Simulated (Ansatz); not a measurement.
# Ir-Ag-Ir stack of (100) layers: lattice stability ahead of a resistivity run, part 2 of 3

Question: is the lattice of Ir-Ag-Ir stack of (100) layers stable, and if so, what are its coupling constant and resistivity?

Ansatz 0.2.0; DFT PBE, scalar-relativistic, plane waves, PAW; PAW set soft_1.

So far: The starting structure; Relaxing cell and atoms.

## Step 3: Relaxing tightly for phonons

Residual forces and stress shift phonon frequencies, so the cell is relaxed again, with tight thresholds and the mesh and smearing of this input.

The input, input.yaml:

```yaml
crystal:
  lattice:
    - [2.5757817935, 0.0, 0.0]
    - [0.0, 2.5757817935, 0.0]
    - [0.0, 0.0, 31.9799998756]
  atoms:
    - { symbol: Ir, position: [0.0, 0.0, 0.162981635] }
    - { symbol: Ag, position: [0.5, 0.5, 0.2359287064] }
    - { symbol: Ir, position: [0.0, 0.0, 0.3088757777] }
  periodic: [true, true, false]
kpoints:
  mp_grid: { grid: [12, 12, 1] }
hamiltonian:
  xc: pbe
  pseudopotentials: { kind: paw, azcp: { folder: soft_1 } }
scf:
  occupations: { method: methfessel_paxton, width: 0.2 }
output:
  forces: true
  stress: true
  eigenvalues: true
  write_density: true
  write_potential: true
  elf: true
  volumetric_format: npy
relax:
  adjacent_minimum: "off"
  f_tol: 0.001
  max_steps: 60
  cell: { stress_2d_tol: 0.002 }
```

Run with:

```console
$ ansatz run input.yaml --threads 8 --pin off --max-ram 20480MiB --backend cpu --events-out ev --progress --plain --runs-dir out
```

Numbers of over 12 decimals in the logs are rounded to 6 here.

What it wrote:

```text
[the first part of the log is left out]
  E_vxc        = -709.692087  (∫ρ·V_xc dr)
  E_paw        = -22486.541938  (= ΣΔE_a)
  E_vpaw       = -1062.519640  (= ΣTr[D̂ρ^β])
  E_aug_tail   = 0.001114  (compensation charges beyond the density's cutoff)
  E_ewald      = 109471.936924
  E_smearing   = -0.003729  (= −TS)
  E_closure    = -0.000000  (closes the sum)
  Σ components = -31460.711811   (vs F -31460.711811, Δ=0.00e0)
--- Forces (eV/Å), atoms counted from 1 ---
  atom   1  Ir     0.00000000     0.00000000     0.00005054
  atom   2  Ag    -0.00000000     0.00000000     0.00000000
  atom   3  Ir     0.00000000     0.00000000    -0.00005054
  max |Σ_I F_I| component: 9.47e-30 eV/Å
--- 2D stress c σ (N/m, compression-positive) ---
        0.000329       0.000000       0.000000
        0.000000       0.000329       0.000000
        0.000000       0.000000       0.000000
  P = ½ c Tr σ = 0.0003 N/m
--- Band table (eV; the first three rows and the last of 28) ---
[...]
--- Relaxed structure (5 steps of the walk, 4 accepted, 1 SCFs on fresh bases) ---
[...]
cell:  # Å, volume = 219.1142 Å³
    - [2.571671, 0, 0.0]
    - [0, 2.571671, 0.0]
    - [0.0, 0.0, 33.131389]
  atoms:
    - { symbol: Ir, position: [0, 0, 0.156747] }
    - { symbol: Ag, position: [0.5, 0.5, 0.227730] }
    - { symbol: Ir, position: [0, 0, 0.298713] }
```

Run time: 15 s. Hardware: 8 threads of Arm Neoverse V1, shared host; peak memory 0.8 GiB; 1.8 min of CPU time.

Relaxation path:

```tsv
step	energy less that of the first step (eV)	largest force component (eV/Å)	volume (Å³)
1	0.0000	0.0505	219.82
2	0.0002	0.0675	219.28
3	-0.0011	0.0096	218.83
4	-0.0012	0.0042	219.18
5	-0.0012	0.0001	219.11
6	-0.0011	0.0001	219.11
```

The log counts 1 steps on a newly chosen plane-wave basis, not all of them marked here; energy and pressure can jump at such steps. Relaxation step 2 was tried and not accepted.

```tsv
cell as run	before	after	change
a (Å)	2.576	2.572	-0.2 %
b (Å)	2.576	2.572	-0.2 %
```

The atoms that moved most (Å, along periodic axes as changes of fractional coordinates times the final cell, across vacuum about the mean position):

```tsv
atom	dx	dy	dz	length
Ir1	0.000	0.000	-0.019	0.019
Ir3	0.000	0.000	0.019	0.019
```

Final coordinates:

```xyz
3
Lattice="2.5717 0.0000 0.0000 0.0000 2.5717 0.0000 0.0000 0.0000 33.1314" Properties=species:S:1:pos:R:3
Ir    0.0000    0.0000    5.1932
Ag    1.2858    1.2858    7.5450
Ir    0.0000    0.0000    9.8968
```

Valence density in the ca plane at fractional y = 0.000, with atoms of Ir within 0.2 Å of it. It is the smooth field of the valence electrons, not physical close to the nuclei.

Ten steps, logarithmic in the rise over the least value, from '0' (0.0 e/Å³) to '9' (9.6 e/Å³), each cell a mean:
```
00000000001369997422112247999741000000000000
00000000001357885322222235787531000000000000
00000000001235554222222223565321000000000000
00000000000123433222332223343321000000000000
00000000001234443222332223454321000000000000
00000000001246775322222234676421000000000000
00000000001368996422222236898631000000000000
00000000001479997422111247999742000000000000
```
Columns run along c (16.0 Å, from fractional 0.00 to 0.48 of the cell), rows up along a (2.6 Å). Atoms in or near the plane, at fractional coordinates: Ir at (0.16, 0.00), Ir at (0.30, 0.00).

Electrostatic potential energy in the ca plane at fractional y = 0.000, with atoms of Ir within 0.2 Å of it. With pseudopotentials it is smooth inside the atoms' cores, unlike the true potential.

Values in eV, 5 rows by 16 columns, each cell a mean:
```
  0   0   0  -1 -33 -67 -11  -4  -5 -51 -53  -4   0   0   0   0
  0   0   0  -1 -12 -29  -6  -7  -5 -21 -22  -2   0   0   0   0
  0   0   0  -1  -6 -12  -5  -8  -5  -9  -9  -1   0   0   0   0
  0   0   0  -1 -20 -46  -8  -5  -5 -34 -35  -3   0   0   0   0
  0   0   0  -1 -38 -72 -13  -3  -5 -57 -59  -4   0   0   0   0
```
Columns run along c (16.0 Å, from fractional 0.00 to 0.48 of the cell; values clipped at the 3rd and 97th percentile), rows up along a (2.6 Å). Atoms in or near the plane, at fractional coordinates: Ir at (0.16, 0.00), Ir at (0.30, 0.00).

ELF in the ca plane at fractional y = 0.000, with atoms of Ir within 0.2 Å of it. It is the smooth field of the valence electrons, not physical close to the nuclei.

Ten even steps from '0' (0.00) to '9' (0.60), each cell a mean:
```
00000000135689899653222468989965310000000000
00000000124568986542222356898654310000000000
00000000123455654432222344566543210000000000
00000000013565555432222345555653200000000000
00000000023555554432222344555553200000000000
00000000124457875432222345787544210000000000
00000000134589998643222468999865310000000000
00000000135799789753223579979975320000000000
```
Columns run along c (16.0 Å, from fractional 0.00 to 0.48 of the cell), rows up along a (2.6 Å). Atoms in or near the plane, at fractional coordinates: Ir at (0.16, 0.00), Ir at (0.30, 0.00).

The relaxation ends with a largest force component of 5.1e-5 eV/Å.

## Step 4: Phonons by linear response: q 2×2×1, k 6×6×1

Couplings are defined for a stable lattice alone, so phonons come first.

The input, input.yaml:

```yaml
crystal:
  lattice:
    - [2.571670887, 0.0, 0.0]
    - [0.0, 2.571670887, 0.0]
    - [0.0, 0.0, 33.1313893308]
  atoms:
    - { symbol: Ir, position: [0.0, 0.0, 0.1567467503] }
    - { symbol: Ag, position: [0.5, 0.5, 0.2277296592] }
    - { symbol: Ir, position: [0.0, 0.0, 0.2987125681] }
  periodic: [true, true, false]
kpoints:
  mp_grid: { grid: [6, 6, 1] }
hamiltonian:
  xc: pbe
  pseudopotentials: { kind: paw, azcp: { folder: soft_1 } }
scf:
  occupations: { method: methfessel_paxton, width: 0.2 }
output:
  eigenvalues: true
phonons:
  method: dfpt
  qmesh: [2, 2, 1]
  temperatures: { t_max: 1000, t_step: 50 }
  qpath:
    path: [[0.0, 0.0, 0.0], [0.0, 0.5, 0.0], [0.5, 0.5, 0.0], [0.0, 0.0, 0.0]]
    npoints: 10
```

What it wrote:

```text
Warning: crystal.symmetry: narrowed to the stabiliser of the run's FFT grids — unitary ops 16 → 8. A phonons.method: dfpt run fills in the rows of the dynamical matrix that it does not solve by its symmetry operations, which is exact only for operations that map its FFT grids onto themselves: filled in by any other, the frequencies could depend on the order in which like atoms are typed, or, by more than the grids' own error, on where the crystal sits among the grids' points. Excluded: 8 operations. The run can therefore solve more perturbations, solve them on more k-points, or both, and cost more. [rest of the remark cut]
[...]
Crystal: 3 atoms, lattice volume = 219.114 Å³
Basis set: ecut = 420 eV, 4331 PW (Γ), exchange–correlation on 36×36×450 points (8 copies of the dense FFT grid, shifted against one another)
Bands: 32, of which v1, the nominal top of the filled ones, is band 27 counted from 1 (26 counted from 0)
Symmetry: 16 space group operations
k-points: 10 of 36 (irreducible under 8 space group operations)
[...]
SCF iter   1: F=—  HF=-31461.756668 eV  |F-HF|=—  |Δ(HF+E_count)|=         —  Δρ=4.66e-2  dr2=1.05e1  ethr=3.10e-3  ⟨swp⟩=15.7  Hψ=2488  notcnv=0
[...]
SCF iter  13: F=-31460.536270 eV  HF=-31460.536270 eV  |F-HF|=2.69e-10  |Δ(HF+E_count)|=  2.58e-10  S|Δr|=    0.00e0  Δρ=1.84e-8  dr2=5.59e-13  ethr=1.00e-12  ⟨swp⟩=18.3  Hψ=2502  notcnv=0
SCF 1 converged in 13 iterations: F = -31460.536270 eV  dr2 = 5.59e-13
[...]
phonons: the bands overlap, so this run is a metal and interpolates without the dipole-dipole term. If the crystal is really an insulator or semiconductor, its LO-TO splitting is missing
NSCF: frozen V_eff on 10 k-points
WARN: eigensolver did not converge (k=0): 1 band(s) unlocked after 2 eigensolves, warm-restarted (20 sweeps on the last) at ethr=1.93e-12 eV (storage-precision floor; scheduled 1.00e-12 eV) (lowest unlocked band 31, counted from 0; max residual 7.27e-4 eV among the unlocked bands, 7.27e-4 eV over every band; other slots of this pass that fall short are told together in one closing line; warning suppressed until the next SCF loop or pass starts)
WARN: eigensolver did not converge in 6 slots of this pass, the one above among them; of largest residual over every band (k=9): 1 band(s) unlocked (lowest unlocked band 31, counted from 0; max residual 1.96e-3 eV among the unlocked bands, 1.96e-3 eV over every band); of lowest unlocked band (k=0): band 31
[...]
DFPT response loops at q = (0, 0, 0) (fractional): preconditioner auto → none (partly filled bands, converged f_vac=0.736); β = 0.50; Broyden in place of MSR1
[...]
SCF converged after 13 iterations
Stability not checked: this state was not tested for a lower state beside it, because cold or Methfessel-Paxton smearing, or corrected tetrahedra, fill the levels in a way that the test cannot read (fill_not_monotonic; see scf.lower_state_search)
Free energy (F): -31460.536270 eV
[...]
Internal energy: -31460.550815 eV  (E = F + TS)
E sigma→0 (E₀):  -31460.539906 eV
Entropy (-TS):   0.014545 eV (4.848 meV/atom)
Fermi energy:    -5.733952 eV
Step filling:    the computed levels leave a gap of 0.1099 eV = 0.5 smearing widths at the electron count; against every level under it full and every level over it empty, smearing changes F+E_penalty+E_count by +5.622 meV and its σ→0 estimate by +1.985 meV
[...]
--- Band table (eV; the first three rows and the last of 10) ---
  k-point 0: bands = [... 23 lower, -6.5168, -5.4721, -5.4721, -5.2627, -5.2627, -5.1765, -4.1327, -4.1271, ... 1 higher]
  k-point 1: bands = [... 23 lower, -7.3283, -7.1703, -5.3402, -5.2064, -4.9114, -4.8886, -4.8712, -2.9535, ... 1 higher]
  k-point 2: bands = [... 23 lower, -6.8326, -6.5684, -6.2208, -6.1439, -5.0798, -5.0786, -3.7394, -0.3783, ... 1 higher]
  k-point 9: bands = [... 23 lower, -6.0282, -5.6182, -2.0699, -2.0698, -0.6433, -0.6433, 1.7940, 1.7940, ... 1 higher]
--- Phonons (Γ-DFPT): 6 representative perturbations + reference (Σ response iterations 31) ---
  ASR residual: 8.028e-5 → 0.000e0 eV/Å²; symmetrization residual: 3.011e-5 eV/Å²
  The last average, over the group as it would stand without the narrowing to the FFT grids, took up to 1.820e-5 eV/Å² of the zone centre's force constants
  ASR residual per site (eV/Å²): 2.58e-5 8.03e-5 2.84e-5
  Γ frequencies (cm⁻¹): 0.00 0.00 0.00 29.27 29.27 69.20 69.20 72.48 150.92
--- Phonons (arbitrary-q DFPT): 3 irreducible q on the 2×2×1 mesh ---
  q = [0.0000, 0.0000, 0.0000] (star 1, of the zone-centre solve; hermiticity 8.54e-6, symmetrization 2.74e-12, taken by the last average 2.58e-6): -0.00 0.00 0.00 29.27 29.27 69.20 69.20 72.48 150.92
  q = [0.0000, -0.5000, 0.0000] (star 2, 9 solved perturbations on 16 of 36 k-point pairs; hermiticity 3.13e-6, symmetrization 3.67e-10, taken by the last average 6.32e-7): -185.35 -177.73 -143.14 -106.09 -26.77 90.32 93.22 111.34 272.00
  q = [-0.5000, -0.5000, 0.0000] (star 1, 6 solved perturbations in 78 linear systems a pass and spin channel, the states on 16 of 36 k-point pairs; hermiticity 2.15e-6, symmetrization 2.71e-10, taken by the last average 6.91e-7): -207.46 -207.46 -167.14 -167.14 77.48 168.72 172.03 257.64 257.64
  sum rule: each row above includes the acoustic sum rule's correction from the zone centre's row sums; it moved no ω² by more than (0.45 cm⁻¹)²
  mesh force constants: q→R imaginary residual 5.30e-18; ASR residual 8.028e-5 → 0.000e0 eV/Å²; symmetrization residual 1.421e-14 eV/Å²
  interpolated dispersion: 31 rows × 9 modes
  density of states and harmonic sums: on the 24×24×1 q-mesh, interpolated from the force constants of a 2×2×1 supercell (no non-analytic term)
  largest difference from the sums on the solved wave vectors: F 9.05e-3 eV, S 2.91e-5 and C_V 2.08e-5 eV/K
  zero-point energy: 0.041523 eV/cell   skipped modes (ω ≤ 0): 365, of them read as no rigid motion or as one in doubt: 362 (4.003e0 modes/cell left out, lowest -207.46 cm⁻¹)   left out of the sums: 4.45e-1 of the cell's modes: C_V's classical limit lies that fraction below 3 k_B per atom; for a crystal, a wire or a layer, F and S can be off by more, and a phonons.interpolated_qmesh denser along its periods is the remedy for the sampling
```

The job ended after 48 s (8 threads; peak memory 1.1 GiB).

Numbers from this step:

| Item | Value |
| --- | --- |
| share of imaginary modes in the plain interpolation between solved wavevectors | 0.4444 |
| highest frequency, solved or plainly interpolated | 272 cm⁻¹ |

Solved on the 2×2×1 mesh alone; all other wavevectors are interpolated. Phonon branches along the path, in cm⁻¹:

```tsv
point	branch 1	branch 2	branch 3	branch 4	branch 5	branch 6	branch 7	branch 8	branch 9
Γ	0	0	0	29	29	69	69	72	151
halfway	-129	-124	-101	-72	40	56	83	137	198
X	-185	-178	-143	-106	-27	90	93	111	272
halfway	-197	-178	-172	-140	95	136	137	181	265
M	-208	-208	-167	-167	78	169	172	258	258
halfway	-157	-155	-132	-132	88	112	131	189	190
Γ	0	0	0	29	29	69	69	72	151
```

The phonon branches as a text plot (rows in cm⁻¹):

```
    262 |            ************************
    242 |           *                 *      *****
    222 |         **                **            **
    202 |       **                **
    182 |                        *                  ***
    162 |      *                    ************       **
    142 |*********             *****            ****   **********
    122 |         *******     ***                 *****  **
    102 |  **          ***********                *******  ***
     82 |*****************  **    ****************  ***  ********
     62 |****** ****                                   ****   ***
     42 |    *****                                         ***
     22 |****     ***     **                                  ***
      2 |**                                                     *
    -18 | ***        *****                                    **
    -38 |  ****                                               **
    -58 |  *****                                           ***
    -78 |    *******                                     *****
    -98 |      ***  ******                               **
   -118 |       *****     *****                        **
   -138 |       **** *******   ***                *******
   -158 |         ***       ***   ****************  ***
   -178 |            ******************           **
   -198 |                   **********************
         Γ               X               M                      Γ
```

Lowest modes at the softest wavevector of the mesh. Modes at q = (0.500, 0.500, 0.000), with each element's share of the kinetic energy (negative means imaginary):

```tsv
mode	frequency (cm⁻¹)	Ir %	Ag %
1	-207.5	100	0
2	-207.5	100	0
3	-167.1	100	0
4	-167.1	100	0
5	77.5	0	100
6	168.7	100	0
```

Displacements in mode 2 (-207.5 cm⁻¹), the largest set to 1, in the home cell:
```
Ir1  1.00  0.00  0.00
Ag2  0.00  0.00  0.00
Ir3 -1.00  0.00  0.00
```

Displacements in mode 4 (-167.1 cm⁻¹), the largest set to 1, in the home cell:
```
Ir1  1.00 -0.62  0.00
Ag2 -0.02  0.03  0.00
Ir3  1.00 -0.62  0.00
```

Among the solved wavevectors the lowest mode, translations apart, is -208 cm⁻¹, imaginary.

[end of part 2 of 3]

[Logs are printed without paths, hosts, clocks, repeated set-up lines and the standing remarks that a program may print on its own settings, such as how far it seeks lower states.]

[Hosts, paths, dates, database ids (printed as entryN), source tags and the programs' standing remarks are cut or masked in the printed files.]
